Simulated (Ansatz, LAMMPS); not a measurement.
# N in place of O at several sites of Ga2O3 with crystalline order left by the classical run (95 atoms): runs compared

Aim: make N in place of O at several sites of Ga2O3 with crystalline order left by the classical run (95 atoms), relax each, and compare their energies.

Computed with Ansatz 0.2.0: Kohn-Sham DFT, RPBE, PAW (set soft_2), plane waves.

## 1. The cell as built

The cell holds 95 atoms: 38 Ga and 57 O. Its edges and angles: a = 10.645 Å, b = 10.645 Å, c = 10.645 Å, α = 90.0°, β = 90.0°, γ = 90.0°. 95 atoms (38 Fe, 57 O) placed at random at 4.21 g/cm³, melted at 5000 K for 10 ps at fixed volume with the Morse and Coulomb pair potential with partial charges (Pedone, Malavasi, Menziani, Cormack and Segre, J. Phys. Chem. B 110, 11780 (2006)). Quenched from 5000 K to 300 K at 50 K/ps and fixed volume, held 5 ps, then minimised at fixed cell. Then Fe was replaced by Ga and the cell scaled by 1.003 (the potential has no terms for the new elements, so the cell is a start for a DFT relaxation).

What the set-up can't give: The quench rate of 50 K/ps is orders of magnitude faster than experiment, which tends to freeze in extra defects. The starting topology of bonds comes from the classical model, and needn't be the one that DFT or experiment would give. Sampling is at Γ alone, for a cell whose shortest periodic width is 11 Å.

## 2. The reference run

The reference is a single point at the end of the relaxation.

Every defect cell starts from the geometry of this run and is relaxed in the fixed cell.

Its input, with most atom lines left out:

```yaml
crystal:
  lattice:
    - [10.64534, 0.0, 0.0]
    - [0.0, 10.64534, 0.0]
    - [0.0, 0.0, 10.64534]
  atoms:
    - { symbol: Ga, position: [0.22548, 0.77562, 0.01335] }
    - { symbol: Ga, position: [0.58782, 0.33719, 0.65363] }
    - { symbol: Ga, position: [0.53321, 0.37681, 0.92112] }
    - { symbol: Ga, position: [0.2289, 0.05645, 0.49699] }
    - { symbol: Ga, position: [0.54982, 0.86353, 0.51747] }
    - { symbol: Ga, position: [0.41536, 0.1112, 0.05733] }
    - { symbol: Ga, position: [0.51139, 0.85587, 0.91683] }
    [... atom lines 8 to 95 left out ...]
kpoints:
  mp_grid: { grid: [1, 1, 1] }
hamiltonian:
  xc: rpbe
scf:
  occupations: { method: fixed }
output:
  forces: true
  stress: true
  populations: true
  dos:
    method: { smearing: { sigma: 0.1 } }
    de: 0.1
    projected: { site_lists: { Ga: [Ga], O: [O] } }
  eigenvalues: true
  write_density: true
  write_potential: true
  volumetric_format: npy
  elf: true
```

```
free energy per atom   : -1857.1583 eV/atom
r.m.s. force component : 0.01147 eV/Å
pressure               : -0.8889 GPa
```

Filled and empty levels are parted by 1.68 eV (at Γ alone); a semilocal functional tends to put such gaps too low. In a disordered cell it changes from sample to sample, and tail or defect levels can set it.

## 3. The runs

Each row is one run, on 4 threads of Intel Xeon Platinum 8488C (Sapphire Rapids), shared host. The free energy is the program's total, comparable only between runs with the same functional, potentials and atoms.

| run | atoms | outcome | ionic steps, all passes | free energy (eV) | time | host memory (GiB) |
| --- | --- | --- | --- | --- | --- | --- |
| Single point at the start | 95 | converged | - | -176424.105 | 12 s | 1.9 |
| Relaxation | 95 | converged | 18 | -176430.036 | 2.8 min | 1.9 |
| Single point at the relaxed geometry | 95 | converged | - | -176430.036 | 18 s | 2.0 |
| N on a site of O, site O82 | 95 | converged | 5 | -176244.259 | 2.4 min | 3.3 |
| N on a site of O, site O86 | 95 | converged | 7 | -176244.491 | 3 min | 3.3 |
| N on a site of O, site O92 | 95 | converged | 13 | -176244.667 | 5.1 min | 3.3 |
| N on a site of O, site O51 | 95 | converged | 13 | -176244.430 | 5.6 min | 3.3 |
| N on a site of O, site O62 | 95 | converged | 11 | -176244.861 | 4.7 min | 3.3 |
| N on a site of O, site O54 | 95 | converged | 5 | -176243.940 | 2.3 min | 3.3 |

In some runs the program notes that the exchange-correlation potential is rough where the density is thin.

The surroundings of site O62, the cheapest one, after relaxation, nearest first, numbered as they follow in the input and with coordinates relative to it.

| atom | x | y | z | distance (Å) | bonds | moment (μB) |
| --- | --- | --- | --- | --- | --- | --- |
| N62 | -0.01 | 0.05 | 0.01 | 0.05 | 3 | 0.63 |
| Ga33 | 0.98 | -0.92 | -1.40 | 1.94 | 4 | 0.00 |
| Ga26 | -1.22 | -1.49 | 0.30 | 1.95 | 4 | 0.00 |
| Ga23 | 0.50 | 1.32 | 1.47 | 2.04 | 5 | 0.00 |
| O61 | -0.03 | -2.45 | -0.88 | 2.61 | 3 | 0.01 |
| O89 | -1.09 | 0.64 | 2.61 | 2.90 | 3 | 0.00 |
| O75 | -2.30 | 0.38 | -1.89 | 3.00 | 3 | 0.05 |
| O52 | 2.77 | -0.94 | -0.94 | 3.07 | 3 | 0.01 |
| O93 | 1.96 | -1.09 | 2.18 | 3.12 | 3 | 0.04 |
| O86 | 2.54 | 1.61 | 0.88 | 3.13 | 4 | 0.00 |
| O48 | -0.92 | -2.45 | 1.88 | 3.22 | 3 | 0.00 |

The column of bonds counts only the pairs O-Ga within 2.50 Å, Ga-N within 2.43 Å; other neighbours, such as metal atoms beside each other in a compound, aren't counted, and periodic images can show an atom twice.

## 4. The sites compared

All these cells hold the same atoms, so their energies can be compared with no chemical potential.

```csv
site,neighbours,mean distance (Å),atoms within 6 Å,energy over the best site (eV),before relaxation (eV),gain on relaxing (eV),moment (μB)
O62,Ga3,1.94,74,0.00,0.00,0.24,1.0
O92,Ga3,1.92,71,0.19,0.26,0.30,1.0
O86,Ga4,2.08,70,0.37,0.24,0.11,1.0
O51,Ga3,1.93,72,0.43,0.40,0.21,1.0
O82,Ga2,1.82,73,0.60,0.55,0.18,1.0
O54,Ga3,2.00,73,0.92,0.82,0.14,1.0
```

Neighbours are those of the relaxed host within 2.38 Å (O-Ga); other pairs aren't counted.

## 5. Findings

The cheapest site is O62 (3 neighbours, Ga3); the dearest, O54 (3 neighbours, Ga3), costs 0.92 eV more. By coordination the energies over the best site are 0.60 eV with 2 neighbours, 0.00 to 0.92 eV with 3 neighbours and 0.37 eV with 4 neighbours. Relaxation gains 0.11 to 0.30 eV and leaves the best site the same.

**Limits.** Defects are neutral and interact with their images. The reference ran with fixed occupations, but 6 of the 6 defect cells with fermi-dirac smearing of 0.025 eV, spin polarised. In a disordered cell the relaxation can also rearrange atoms far from the site. In the spin-polarised runs the search for a state of lower energy was switched off. Only 6 of the 57 O sites were tried; unless symmetry makes the others alike to these, a cheaper one may exist. A local or semilocal functional tends to spread out the unpaired spin of such defects. The stress is far from hydrostatic: its diagonal is -1.3, -2.7, 1.3 GPa, compression counted positive.

The DFT runs together took 26 min of wall time.

[Logs are printed without paths, hosts, clocks, repeated set-up lines and the standing remarks that a program may print on its own settings, such as how far it seeks lower states.]

[Hosts, paths, dates, database ids (printed as entryN), source tags and the programs' standing remarks are cut or masked in the printed files.]
